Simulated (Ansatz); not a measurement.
# Calculated records

## From LDA to G0W0: BiPbO2I (I4mm)

Symmetry: I4mm, No. 107, tetragonal system. The conventional cell has a = 4.073 Å, b = 4.073 Å, c = 13.883 Å, α = 90.00°, β = 90.00°, γ = 90.00°. Nearest to Bi lie 4 O at 2.29 Å and 4 I at 3.58 Å. Nearest to Pb lie 4 O at 2.40 Å. Nearest to I lie 4 Bi at 3.58 Å. Nearest to O lie 2 Bi at 2.29 Å and 2 Pb at 2.40 Å. Farther neighbours and most contacts between anions are not listed.

```xyz
5
Lattice="-2.0367 2.0367 6.9416 2.0367 -2.0367 6.9416 2.0367 2.0367 -6.9416" Properties=species:S:1:pos:R:3 pbc="T T T"
Bi    0.0000    0.0000    4.6260
Pb    0.0000    0.0000    9.2438
I     0.0000    0.0000   13.6983
O     0.0000    2.0367    3.5700
O     2.0367    0.0000    3.5700
```

- method: DFT, LDA, plane waves, PAW; PAW set soft_1 (and 1 further level or step)
- program: Ansatz 0.2.0
- settings of one run: cutoff 420 eV, 8×8×8 k-mesh, smearing width 0.02 eV, PAW set soft 1
- cost: 3 runs, 9.1 min in all on 1 × NVIDIA H100 80GB HBM3 (shared by 3 runs) with 4 threads of AMD EPYC 7R13 (Zen 3), shared host (the runs of this entry)
- notes: The start is the Materials Project’s (PBE, PBE+U or r2SCAN) relaxed structure. Limits: no spin-orbit coupling. Failed or unusable runs on LDA in this series, left out of the table: G0W0@LDA (10×10×10 mesh, hard PAW files, 930 eV, 301 empty bands) reached its time limit after 17 min.
- LDA gap over mesh and path: 1.552 eV, from k = (0.000, 0.500, 0.000) to k = Γ
- G0W0@LDA gap over 24 of 30 irreducible mesh points: 2.488 eV, from k = (0.333, -0.333, -0.500) to k = Γ
- GW settings: 6×6×6 mesh, 684 empty bands, screening to 190 eV, hard PAW files
- known limits: finite bands, screening cutoff and k mesh; no spin-orbit coupling in G0W0

Over 24 of 30 irreducible mesh points the G0W0 gap is 2.488 eV, from k = (0.333, -0.333, -0.500) to k = Γ. The LDA gap of this run on the mesh is 1.549 eV. Other states bound it: the two that bound the G0W0 gap lie 1.659 eV apart in LDA, so state for state the correction is 2.488 − 1.659 = +0.829 eV, while gap against gap it is 2.488 − 1.549 = +0.939 eV. The valence state moves by 8.138 − 8.587 = −0.449 eV and the conduction state by 10.626 − 10.246 = +0.380 eV, on the run's own scale; how far single levels stand from their limit in bands is not shown.

[Paths, hosts, dates, memory and timing lines, banners, echoed tables and standing remarks are left out of the program output.]

[Logs are printed without paths, hosts, clocks, repeated set-up lines and the standing remarks that a program may print on its own settings, such as how far it seeks lower states.]

[Runs of the session that timed out or met a known fault of the program may be left out.]

[Cells called generated may have been cut or substituted from an entry of the Crystallography Open Database or the Materials Project.]

[Hosts, paths, dates, database ids (printed as entryN), source tags and the programs' standing remarks are cut or masked in the printed files.]
